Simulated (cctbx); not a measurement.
# Lattice, Laue class and space group of a new crystal

Cell: a = 12.1760 Å, b = 11.0390 Å, c = 6.5590 Å, α = 90.00°, β = 101.61°, γ = 90.00°. Expected content of the cell: Ge8 Co4 S24 Mg4.

The data are simulated with cctbx, not measured: Mo Kα, λ = 0.71073 Å, to d = 0.8 Å, 80 % of the full sphere, strongest reflection 20000 counts, noise from counting, a 3 % proportional error and a noise floor of 15 counts (s.d.); no absorption, some extinction.

Tests on the unmerged data give:

```text
5581 reflections to d = 0.800 A
centring   violations  <I/sigma> of those
    A        941 of  2801      5.6
    B        941 of  2811      5.6
    C          0 of  2782      0.0
    I        959 of  2797      5.7
    R       1305 of  3733      5.8
    F        941 of  4197      3.8
Laue class    unique    Rint  (classes that these axes allow; Friedel mates merged)
C 1 2/m 1         926   0.033
space group    extra absences  I>4sigma  <I/sigma>
C 1 2 1                 0          0         -  acentric
C 1 m 1                 0          0         -  acentric
C 1 c 1                77          0      -0.0  acentric
C 1 n 1                77          0      -0.0  acentric
C 1 2/m 1               0          0         -  centric
C 1 2/c 1              77          0      -0.0  centric
C 1 2/n 1              77          0      -0.0  centric
Wilson B = 0.70 A^2   <|E^2-1|> = 0.991 (0.968 centric, 0.736 acentric)   E^2>4: 4.4 %
shell (A)         n   <I/sigma>
 8.10 - 1.60    119     23.6
 1.60 - 1.27    122     22.6
 1.27 - 1.11    115     17.5
 1.11 - 1.01    114     18.7
 1.01 - 0.94    114     15.9
 0.94 - 0.88    117     16.1
 0.88 - 0.84    109     14.9
 0.84 - 0.80    116     12.7
```

Q: Read the symmetry from these tables.

The reflections that C centring forbids are absent (⟨I/σ⟩ near 0), so the lattice is C.

Only C 1 2/m 1 fits these axes (Rint 0.033); a search for a hidden higher lattice was not made.

7 settings pass the absence test. The most absences obeyed, 77, belong to C 1 c 1, C 1 n 1, C 1 2/c 1 and C 1 2/n 1, which absences can't tell apart.

⟨|E²−1|⟩ = 0.991 leans to a centrosymmetric structure. The Wilson B of 0.70 Å² means U ≈ 0.0089 Å².

The true group is C2/c (no. 15), Laue class 2/m, centrosymmetric. The tables only narrow the choice to the tied entries; cell content, site symmetry and trial solutions must settle it.

The model is made up (kin elements in a known structure type, no relaxation), so it says nothing on whether the phase exists.

[Logs are printed without paths, hosts, clocks, repeated set-up lines and the standing remarks that a program may print on its own settings, such as how far it seeks lower states.]
